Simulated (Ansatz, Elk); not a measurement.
# Fe2RuSe4: X-ray structure factors from the self-consistent density

The structure of Fe2RuSe4 used here is made up (a known structure type with other elements) and was relaxed beforehand with PBEsol. The aim is the Fourier transform of its all-electron density, F(hkl), set beside the sum over free spherical atoms that refinements use.

Main program and level: Elk 11.2.3 (patched build); DFT, PBE, all-electron APW+lo, Dirac cores, scalar-relativistic bands, static density, no spin.

This account leaves out most program logs.

The structure was built from a prototype and need not be the compound's stable phase.

### 1. Set-up

The structure is monoclinic, space group C2/m (No. 12). Conventional cell: a = 11.773 Å, b = 3.546 Å, c = 6.007 Å, α = 90.00°, β = 117.78°, γ = 90.00°. Nearest to Ru lie 6 Se at 2.47 to 2.48 Å. Nearest to Se lie 3 Fe at 2.33 to 2.35 Å and 1 Ru at 2.47 Å. Nearest to Se lie 3 Fe at 2.41 to 2.46 Å and 2 Ru at 2.48 Å. Nearest to Fe lie 6 Se at 2.33 to 2.46 Å. Farther neighbours and most contacts between anions are not listed.

### 2. Ground state and structure factors

An all-electron density is needed, since X-rays see the cores too. Task 0 finds the density and task 195 Fourier-transforms it; tshift is off so that phases refer to the origin typed.

File elk.in:

```
tasks
  0
  195

xctype
  20

spinpol
  .false.

rgkmax
  7.0

gmaxvr
  14.0

lmaxo
  7

lmaxapw
  8

swidth
  0.002

tshift
  .false.

ramdisk
  .false.

hmaxvr
  5.5

maxscl
  120

epspot
  1e-06

sppath
  './'

avec
  11.12370139127 -3.35088766968 -0.11800293893
  11.12370139127 3.35088766968 -0.11800293893
  -5.18388039843 -0.00000000000 10.09820609167

atoms
  3
  'Ru.in'
  1
  -0.0000000000 -0.0000000000 -0.0000000000   0.000000 0.000000 0.000000
  'Se.in'
  4
  0.1168670214 0.1168670214 0.4641953832   0.000000 0.000000 0.000000
  0.8831329786 0.8831329786 0.5358046168   0.000000 0.000000 0.000000
  0.3566125153 0.3566125153 0.0156545622   0.000000 0.000000 0.000000
  0.6433874847 0.6433874847 0.9843454378   0.000000 0.000000 0.000000
  'Fe.in'
  2
  0.2596155639 0.2596155639 0.2918205920   0.000000 0.000000 0.000000
  0.7403844361 0.7403844361 0.7081794080   0.000000 0.000000 0.000000

ngridk
  7 7 4
```

Launch:

```bash
$ OMP_NUM_THREADS=4 elk
```

The job ended after 75 s (4 threads of AMD EPYC 9B45 (Zen 5), shared host; peak memory 0.32 GiB).

SFACRHO.OUT:

```text

h k l indices transformed by vhmat matrix:
   1.000000000       0.000000000       0.000000000    
   0.000000000       1.000000000       0.000000000    
   0.000000000       0.000000000       1.000000000    

      h      k      l  multipl.   |H|            Re(F)            Im(F)           |F|

      0      0      0      1   0.0000000       232.00000      0.61488225E-15   232.00000    
      0      0     -1      2  0.62565018       29.876091      0.10390397E-13   29.876091    
      1      1      0      2  0.63840155      -14.839145     -0.14936196E-13   14.839145    
      1      1     -1      2  0.65319243       35.090497      0.12987997E-13   35.090497    
      0      1      0      4  0.99038941       42.439719     -0.77927980E-14   42.439719    
     -1     -1     -1      2   1.0822796       27.388308     -0.10390397E-13   27.388308    
      1      0     -1      4   1.0891015       15.478604      0.11039797E-13   15.478604    
     -1     -1      2      2   1.1084406       33.267003     -0.38963990E-14   33.267003    
     -2     -2      1      2   1.1300423       44.574381      0.20780795E-13   44.574381    
      1      0      1      4   1.2483896      -89.695198      0.23378394E-13   89.695198    
      0      0     -2      2   1.2513004       103.56077      0.15585596E-13   103.56077    
     -2     -1      1      4   1.2762919       87.601482      0.48704988E-13   87.601482    
      2      2      0      2   1.2768031      -27.378435      0.95461776E-13   27.378435    
     -2     -2      2      2   1.3063849      -99.295029     -0.40262790E-13   99.295029    
     -1     -2      0      4   1.3401434       59.039459      0.51951987E-14   59.039459    
     -1      0      2      4   1.4745472       12.302546      0.10390397E-13   12.302546    
     -1     -2      2      4   1.4982436       50.891895     -0.51951987E-13   50.891895    
      1      1      2      2   1.6486291       86.113725     -0.20780795E-13   86.113725
```

Elk indexes on the primitive cell of elk.in and gives |H| = 4π sin θ/λ in inverse bohr. Below, one row stands for each form hkl of the conventional cell (m members, Friedel mates merged), F is for one primitive cell and the density is static (no thermal factor). Free-atom factors are Waasmaier and Kirfel's, and R is Σm||F|−|F'||/Σm|F|.

```tsv
hkl	m	sin θ/λ (Å⁻¹)	abs F, DFT	neutral atoms	diff.
001	2	0.094	29.876	29.959	-0.083
200	2	0.096	14.839	14.356	+0.483
2 0 -1	2	0.098	35.090	34.901	+0.189
110	4	0.149	42.440	42.478	-0.038
201	2	0.163	27.388	27.275	+0.113
1 1 -1	4	0.164	15.479	15.299	+0.179
2 0 -2	2	0.167	33.267	33.077	+0.190
4 0 -1	2	0.170	44.574	44.553	+0.021
111	4	0.188	89.695	89.205	+0.490
002	2	0.188	103.561	103.661	-0.100
3 1 -1	4	0.192	87.602	87.743	-0.141
400	2	0.192	27.378	27.291	+0.087
4 0 -2	2	0.197	99.295	98.882	+0.413
310	4	0.202	59.039	59.119	-0.079
1 1 -2	4	0.222	12.303	12.451	-0.149
3 1 -2	4	0.225	50.892	51.189	-0.297
202	2	0.248	86.114	86.472	-0.359
311	4	0.249	128.002	128.445	-0.443
401	2	0.250	13.322	13.339	-0.017
2 0 -3	2	0.252	11.505	11.579	-0.074
5 1 -1	4	0.256	109.430	109.946	-0.516
112	4	0.257	61.444	61.836	-0.392
```

### 3. The highest occupied states alone

An energy window below the Fermi level keeps the highest occupied states, to see at which angles they scatter; shallow core shells can lie inside it and anion s states outside. No new self-consistency is needed.

elk.in: that of step 2 with these lines changed.

```diff
@@ -1,3 +1,2 @@
 tasks
-  0
   195
@@ -40,2 +39,5 @@
 
+wsfac
+  -0.199600 0.651640
+
 sppath
```

Launch:

```bash
$ OMP_NUM_THREADS=4 elk
```

The job ended after 8 s (4 threads; peak memory 0.2 GiB; 12 s of CPU time).

States within 15 eV below the Fermi level hold 46.79 electrons; any levels below the window count with the cores, and a count that is not whole means the window cuts a band. Their amplitudes can exceed the total, where window and core parts have opposite phase:

```tsv
hkl	sin θ/λ (Å⁻¹)	abs F, window	abs F, all
001	0.094	2.401	29.876
200	0.096	7.896	14.839
2 0 -1	0.098	6.340	35.090
110	0.149	4.295	42.440
201	0.163	5.610	27.388
1 1 -1	0.164	8.602	15.479
2 0 -2	0.167	9.432	33.267
4 0 -1	0.170	4.133	44.574
111	0.188	9.944	89.695
002	0.188	1.135	103.561
```

### 4. Another functional

The difference from free atoms is small, so it is set against the change that LDA (Perdew-Wang) makes.

elk.in: that of step 3 with these lines changed.

```diff
@@ -1,2 +1,3 @@
 tasks
+  0
   195
@@ -4,3 +5,3 @@
 xctype
-  20
+  3
 
@@ -39,5 +40,2 @@
 
-wsfac
-  -0.199600 0.651640
-
 sppath
```

Launch:

```bash
$ OMP_NUM_THREADS=4 elk
```

The job ended after 48 s (4 threads; peak memory 0.25 GiB; 2.8 min of CPU time).

Against the first run R = 0.04 %; the largest change is -0.070 at 3 3 -3.

### 5. A coarser k-mesh

About half the k-points along each axis test the sampling.

elk.in: that of step 4 with these lines changed.

```diff
@@ -5,3 +5,3 @@
 xctype
-  3
+  20
 
@@ -65,2 +65,2 @@
 ngridk
-  7 7 4
+  4 4 2
```

Launch:

```bash
$ OMP_NUM_THREADS=4 elk
```

Wall time 29 s (4 threads); peak memory 0.32 GiB; 79 s of CPU time.

Against the first run R = 0.01 %; the largest change is +0.015 at 820.

### 6. Settings against the effect

```tsv
run	R against the first run (%)	R against neutral atoms, low angle (%)	wall time
PBE, rgkmax 7	0.00	0.46	75 s
LDA (Perdew-Wang)	0.04	0.47	48 s
k-mesh 4×4×2	0.01	0.47	29 s
```

### 7. Results

```yaml
r_against_neutral_atoms_sin_theta_lambda_0p3_a_minus1: 0.46 %
r_against_neutral_atoms_0p3_to_0p51_a_minus1: 0.32 %
```

What this shows: Independent neutral atoms miss the calculated amplitudes by R = 0.46 % below 0.3 Å⁻¹ and 0.32 % from there to 0.51 Å⁻¹; by shells, 0.50 % below 0.15 Å⁻¹ (4 forms), 0.46 % 0.15 to 0.3 (32 forms), 0.39 % 0.3 to 0.45 (72 forms), 0.22 % above 0.45 (41 forms). Bonding, aspherical density and the tables' own atoms all enter these figures, and the runs don't part them. The largest change of an amplitude is -0.82 electrons, at 020. The window's part falls from 46.8 electrons at the origin to at most 2.49 between 0.45 and 0.51 Å⁻¹, where compact states inside the window still scatter. Below 0.3 Å⁻¹ the changes that finished (LDA (Perdew-Wang) and k-mesh 4×4×2) move F by R = 0.01 % at most, against the 0.46 % that separates it from free atoms. The basis has no finished test. These runs have no spin, though d or f shells may be open. Part of the difference isn't bonding: the tables are fits to free atoms and ions calculated by other methods than this functional. Thermal motion, anomalous dispersion and extinction are left out.

[Logs are printed without paths, hosts, clocks, repeated set-up lines and the standing remarks that a program may print on its own settings, such as how far it seeks lower states.]

[Hosts, paths, dates, database ids (printed as entryN), source tags and the programs' standing remarks are cut or masked in the printed files.]
